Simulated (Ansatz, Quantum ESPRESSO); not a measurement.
**ZnCd in the Bh ordering: electron–phonon coupling with Quantum ESPRESSO**

Aim: mode couplings and λ of ZnCd in the Bh ordering by double-delta sums in Quantum ESPRESSO. The first relaxation steps of the session are not shown, so no cell shown is the starting entry, unless a step says so.

Method: DFT PBE, scalar-relativistic, plane waves, PAW, in the first sound run; inputs show where later runs differ, in Ansatz 0.2.0 and Quantum ESPRESSO 7.5.

Most raw output is cut from this account.

The structure was built from a prototype and need not be the compound's stable phase.

### 1. The cell after earlier relaxation steps

Symmetry: P-6m2, No. 187, hexagonal system. The conventional cell has a = 3.066 Å, b = 3.066 Å, c = 4.673 Å, α = 90.00°, β = 90.00°, γ = 120.00°. Nearest to Cd lie 6 Zn at 2.93 Å and 6 Cd at 3.07 Å. Zn has 6 Cd at 2.93 Å and 6 Zn at 3.07 Å nearest. Farther neighbours are not listed.

Coordinates:

```cif
data_structure
_symmetry_space_group_name_H-M 'P 1'
_symmetry_Int_Tables_number 1
_cell_length_a 3.0662
_cell_length_b 3.0662
_cell_length_c 4.6730
_cell_angle_alpha 90.000
_cell_angle_beta 90.000
_cell_angle_gamma 120.000
_cell_volume 38.05
loop_
_atom_site_label
_atom_site_type_symbol
_atom_site_fract_x
_atom_site_fract_y
_atom_site_fract_z
_atom_site_occupancy
Cd1 Cd 0.33333 0.66667 0.25000 1
Zn2 Zn 0.66667 0.33333 0.75000 1
```

### 2. Tight relaxation

Residual forces and stress shift phonon frequencies, so the cell is relaxed again, with tight thresholds and the mesh and smearing of this input. Earlier relaxation steps are not shown.

input.yaml reads:

```yaml
crystal:
  lattice:
    - [3.0661567604, 0.0, 0.0]
    - [-1.5330783802, 2.6553696465, 0.0]
    - [0.0, 0.0, 4.6730181783]
  atoms:
    - { symbol: Cd, position: [0.3333333333, 0.6666666667, 0.25] }
    - { symbol: Zn, position: [0.6666666667, 0.3333333333, 0.75] }
kpoints:
  mp_grid: { grid: [12, 12, 6] }
hamiltonian:
  xc: pbe
scf:
  occupations: { method: methfessel_paxton, width: 0.2 }
output:
  forces: true
  stress: true
  eigenvalues: true
relax:
  adjacent_minimum: "off"
  f_tol: 0.001
  max_steps: 60
  cell: { stress_tol: 0.01 }
```

Command:

```console
ansatz run input.yaml --threads 4 --pin off --max-ram 8192MiB --backend cpu --events-out ev --progress --plain --runs-dir out
```

Elapsed: 5.9 s, on 4 threads of Arm Neoverse V1, shared host; peak memory 0.41 GiB.

Relaxation path:

| step | energy less that of the first step (eV) | largest force component (eV/Å) | pressure (GPa) | volume (Å³) |
| --- | --- | --- | --- | --- |
| 1 | 0.0000 | 0.0000 | -0.04 | 38.05 |
| 2 | 0.0000 | 0.0000 | 0.00 | 38.02 |
| 3 | 0.0000 | 0.0000 | 0.00 | 38.03 |
| 4 | 0.0000 | 0.0000 | 0.00 | 38.03 |

The log counts 1 steps on a newly chosen plane-wave basis, not all of them marked here; energy and pressure can jump at such steps.

| conventional cell, symmetrised | before | after | change |
| --- | --- | --- | --- |
| a (Å) | 3.066 | 3.068 | +0.1 % |
| b (Å) | 3.066 | 3.068 | +0.1 % |
| c (Å) | 4.673 | 4.666 | -0.2 % |
| volume (Å³/atom) | 19.02 | 19.01 | -0.1 % |

The relaxed structure:

```xyz
2
Lattice="3.0677 0.0000 0.0000 -1.5339 2.6567 0.0000 0.0000 0.0000 4.6658" Properties=species:S:1:pos:R:3 pbc="T T T"
Cd    0.0000    1.7711    1.1664
Zn    1.5339    0.8856    3.4993
```

This step gave:

```yaml
pressure: -0.003668 GPa
volume_per_atom: 19.01 Å³
metallic_on_mesh: yes
gap_on_the_k_mesh: 0 eV
```

The largest force is now zero by symmetry and the largest stress component 0.0041 GPa.

### 3. Second program, ground state

ph.x needs a tightly converged ground state on the same k mesh; the cell is that of the step before.

This step: DFT PBE, scalar-relativistic, plane waves, GBRV ultrasoft pseudopotentials (Quantum ESPRESSO 7.5).

pw.in reads:

```
&control
   calculation = 'scf'
   prefix = 'x'
   outdir = './tmp'
   pseudo_dir = './pseudo'
   tprnfor = .true.
   tstress = .true.
/
&system
   ibrav = 4
   celldm(1) = 5.79712864
   celldm(3) = 1.52092435
   nat = 2
   ntyp = 2
   ecutwfc = 52.0
   ecutrho = 416.0
   occupations = 'smearing'
   smearing = 'mp'
   degauss = 0.01469973
   nbnd = 26
/
&electrons
   conv_thr = 1.0d-11
   mixing_beta = 0.5
/
ATOMIC_SPECIES
 Cd    112.4140  Cd.upf
 Zn     65.3800  Zn.upf
ATOMIC_POSITIONS crystal
 Cd     0.333333333   0.666666667   0.250000000
 Zn     0.666666667   0.333333333   0.750000000
K_POINTS automatic
 8 8 4 0 0 0
```

Command:

```console
OMP_NUM_THREADS=1 mpirun -n 4 pw.x -nk 4 -in pw.in > pw.x.log
```

It took 11 s on 4 MPI ranks; 43 s of CPU time.

This step gave:

| Quantity | Value |
| --- | --- |
| pressure | -0.8513 GPa |

With these potentials, mesh and smearing the cell is at -0.85 GPa.

### 4. Phonons and couplings with ph.x: Methfessel–Paxton smearing of 0.2 eV

ph.x gives each mode's frequency and linewidth; λ of a mode follows from Gaussian double-delta sums over the k mesh, here at four widths.

ph.in reads:

```
phonons and couplings
&inputph
   prefix = 'x'
   outdir = './tmp'
   tr2_ph = 1.0d-15
   fildyn = 'x.dyn'
   fildvscf = 'dvscf'
   ldisp = .true.
   nq1 = 2
   nq2 = 2
   nq3 = 2
   electron_phonon = 'simple'
   el_ph_ngauss = 0
   el_ph_sigma = 0.00734986
   el_ph_nsigma = 4
   alpha_mix(1) = 0.5
   amass(1) = 112.414
   amass(2) = 65.38
/
```

Command:

```console
OMP_NUM_THREADS=1 mpirun -n 4 ph.x -nk 4 -in ph.in > ph.x.log
```

Elapsed: 14 min, on 4 MPI ranks; 55 min of CPU time.

This step gave:

| Property | Result |
| --- | --- |
| highest frequency, solved or plainly interpolated | 159.6 cm⁻¹ |

As ph.x prints them, no sum rule imposed; at the zone centre the sum is no linewidth. Double-delta sums:

| q1 | q2 | q3 | star | mode | omega (meV) | lambda_q, sigma 0.1 eV | lambda_q, sigma 0.2 eV | lambda_q, sigma 0.3 eV | lambda_q, sigma 0.4 eV | half width at sigma 0.2 (meV) |
| --- | --- | --- | --- | --- | --- | --- | --- | --- | --- | --- |
| 0 | 0 | 0 | 1 | 1 | -0.7881 | 0 | 0 | 0 | 0 | 2.89e-4 |
| 0 | 0 | 0 | 1 | 2 | 0.7005 | 0 | 0 | 0 | 0 | 0 |
| 0 | 0 | 0 | 1 | 3 | 0.7005 | 0 | 0 | 0 | 0 | 0 |
| 0 | 0 | 0 | 1 | 4 | 7.222 | 0.88 | 0.4336 | 0.2537 | 0.1785 | 0.02829 |
| 0 | 0 | 0 | 1 | 5 | 7.222 | 0.88 | 0.4336 | 0.2537 | 0.1785 | 0.02829 |
| 0 | 0 | 0 | 1 | 6 | 19.78 | 0.0188 | 0.0119 | 0.0359 | 0.0653 | 0.005831 |
| 0 | 0 | 0.5 | 1 | 1 | 4.713 | 0.3166 | 0.1737 | 0.1039 | 0.0701 | 0.004839 |
| 0 | 0 | 0.5 | 1 | 2 | 4.713 | 0.3166 | 0.1737 | 0.1039 | 0.0701 | 0.004839 |
| 0 | 0 | 0.5 | 1 | 3 | 5.608 | 0.583 | 0.3199 | 0.1907 | 0.1277 | 0.01257 |
| 0 | 0 | 0.5 | 1 | 4 | 5.608 | 0.583 | 0.3199 | 0.1907 | 0.1277 | 0.01257 |
| 0 | 0 | 0.5 | 1 | 5 | 11.56 | 0.5415 | 0.2972 | 0.1827 | 0.1344 | 0.04967 |
| 0 | 0 | 0.5 | 1 | 6 | 16.13 | 0.1749 | 0.096 | 0.062 | 0.0533 | 0.03127 |
| 0 | 0.5 | 0 | 3 | 1 | 4.454 | 0.7821 | 0.4296 | 0.2827 | 0.2655 | 0.01067 |
| 0 | 0.5 | 0 | 3 | 2 | 6.316 | 0.1703 | 0.1141 | 0.1583 | 0.1808 | 0.005707 |
| 0 | 0.5 | 0 | 3 | 3 | 9.104 | 0.5134 | 0.2819 | 0.1779 | 0.1417 | 0.02924 |
| 0 | 0.5 | 0 | 3 | 4 | 10.47 | 0.0518 | 0.0583 | 0.1716 | 0.2074 | 0.007982 |
| 0 | 0.5 | 0 | 3 | 5 | 14.54 | 0.0785 | 0.0444 | 0.0325 | 0.0285 | 0.01175 |
| 0 | 0.5 | 0 | 3 | 6 | 17.09 | 1.00e-4 | 0.0083 | 0.0396 | 0.046 | 0.00306 |
| 0 | 0.5 | 0.5 | 3 | 1 | -6.578 | -2.943 | -1.37 | -0.8335 | -0.6582 | 0.07419 |
| 0 | 0.5 | 0.5 | 3 | 2 | 4.249 | 1.582 | 0.8444 | 0.5279 | 0.4321 | 0.01907 |
| 0 | 0.5 | 0.5 | 3 | 3 | 7.499 | 0.45 | 0.247 | 0.1555 | 0.1257 | 0.01737 |
| 0 | 0.5 | 0.5 | 3 | 4 | 11.78 | 5.00e-4 | 5.00e-4 | 0.0049 | 0.0123 | 8.27e-5 |
| 0 | 0.5 | 0.5 | 3 | 5 | 13.41 | 0.4936 | 0.2207 | 0.1587 | 0.1551 | 0.04963 |
| 0 | 0.5 | 0.5 | 3 | 6 | 19.05 | 0.0034 | 0.0022 | 0.0095 | 0.0214 | 9.93e-4 |

### 5. Resistivity: Methfessel–Paxton smearing of 0.2 eV

A first run on coarse meshes.

This step: DFT PBE, scalar-relativistic, plane waves, PAW (Ansatz 0.2.0).

input.yaml reads:

```yaml
crystal:
  lattice:
    - [3.067708365, 0.0, 0.0]
    - [-1.5338541825, 2.6567133755, 0.0]
    - [0.0, 0.0, 4.6657523657]
  atoms:
    - { symbol: Cd, position: [0.3333333333, 0.6666666667, 0.25] }
    - { symbol: Zn, position: [0.6666666667, 0.3333333333, 0.75] }
kpoints:
  mp_grid: { grid: [6, 6, 4] }
hamiltonian:
  xc: pbe
scf:
  occupations: { method: methfessel_paxton, width: 0.2 }
output:
  eigenvalues: true
phonons:
  method: dfpt
  qmesh: [2, 2, 2]
  temperatures: { t_max: 1000, t_step: 50 }
  qpath:
    path:
      - [[0.0, 0.0, 0.0], [0.5, 0.0, 0.0], [0.33333333, 0.33333333, 0.0], [0.0, 0.0, 0.0], [0.0, 0.0, 0.5], [0.5, 0.0, 0.5], [0.33333333, 0.33333333, 0.5], [0.0, 0.0, 0.5]]
      - [[0.5, 0.0, 0.5], [0.5, 0.0, 0.0]]
      - [[0.33333333, 0.33333333, 0.5], [0.33333333, 0.33333333, 0.0]]
    npoints: 10
  electrical_resistivity:
    mesh: [12, 12, 8]
    temperatures: [20.0, 50.0, 77.0, 100.0, 150.0, 200.0, 300.0, 400.0, 600.0, 800.0]
  electron_occupations: "off"
```

Command:

```console
ansatz run input.yaml --threads 4 --pin off --max-ram 8192MiB --backend cpu --events-out ev --progress --plain --runs-dir out
```

Run time: 22 s. Hardware: 4 threads; peak memory 0.49 GiB.

The run ended with an error.

The program's message: “electrical resistivity: the mode of lowest frequency at the wavevector [0.3333, 0.3333, -0.5000] is imaginary, -50.88 cm⁻¹ (written negative): the force constants describe an unstable lattice; relax t …”

The run stops because a mode is imaginary on the scattering mesh, where no scattering rate is defined; denser k meshes, other smearings and, between solved wavevectors, finer q meshes show whether the instability is real.

### 6. Results

| Property | Result |
| --- | --- |
| phonon run of the rows without a label of their own | PBE, q 2×2×2, k 8×8×4 |

**Reading.** In the run with Methfessel–Paxton smearing of 0.2 eV: a mode at q = (0, 0.5, 0.5) is imaginary, 53.1i cm⁻¹, so the lattice is unstable on these meshes and at this level, and no λ is read from its Gaussian sums. Under gradient-corrected functionals ph.x can misplace modes where the density is low; no frozen-phonon run checks these frequencies. The structure was built by hand as an ordered model, and its stability against other phases was not tested.

[Logs are printed without paths, hosts, clocks, repeated set-up lines and the standing remarks that a program may print on its own settings, such as how far it seeks lower states.]

[Hosts, paths, dates, database ids (printed as entryN), source tags and the programs' standing remarks are cut or masked in the printed files.]
